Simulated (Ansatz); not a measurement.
CsSnI3 (Pm-3m): least direct gap against volume

The cell of CsSnI3 (Pm-3m) is scaled evenly and the response computed anew at each volume, on one mesh. The atoms keep their fractional positions.

Cell: a, b, c = 6.206, 6.206, 6.206 Å (primitive vectors), 5 atoms.

Method: Ansatz 0.2.0, PBE, independent particles, k-mesh 4×4×4 with interpolation inside its cells, Gaussian parameter 0.1 eV.

Launch of the response step: `ansatz run input.yaml --threads 4 --pin off --max-ram 8192MiB --backend cpu --events-out ev --progress --plain --runs-dir out`. The series took 8.2 min in all, on 4 threads of Intel(R) Xeon(R) Processor @ 2.50GHz (Skylake/Cascade Lake), with other jobs on the host.

```tsv
V/V₀	V (Å³, primitive cell)	least direct gap (eV)
0.94	224.65	0.015
0.96	229.43	0.117
0.98	234.21	0.215
1.00	238.99	0.307
1.02	243.77	0.394
1.04	248.55	0.476
1.06	253.33	?
```

For small changes the quantity should be close to linear in ln V.

Working, on the rows shown:

| x = ln(V/V₀) | y = least direct gap |
| --- | --- |
| -0.0618754 | 0.015 |
| -0.040822 | 0.117 |
| -0.0202027 | 0.215 |
| 0 | 0.307 |
| 0.0198026 | 0.394 |
| 0.0392207 | 0.476 |

Means: x̄ = -0.010646, ȳ = 0.254. Σ(x − x̄)(y − ȳ) = 0.03265, Σ(x − x̄)² = 0.007154. Slope = 0.03265 / 0.007154 = 4.564; intercept = ȳ − slope · x̄ = 0.30259. The line misses the rows shown by at most 0.0056 eV.

**Question.** What does the fit predict for the withheld row, and how well does it do?

**Answer.** At x = 0.058269 the line gives y = 0.56852 eV. The run gave 0.553 eV, so the extrapolation is off by 0.016 eV, 3 % of the range in the table.

Between the rows on either side of x = 0 the slope is (0.394 − 0.215) / (0.019803 − (-0.020203)) = 4.474. That is a volume deformation potential of 4.5 eV: the least direct gap on this mesh narrows by 45 meV for each per cent of compression. The cell comes from an older database entry, whose edges can be off by a per cent or so. PBE gaps are as a rule too small. Spin-orbit coupling is left out.

[Logs are printed without paths, hosts, clocks, repeated set-up lines and the standing remarks that a program may print on its own settings, such as how far it seeks lower states.]
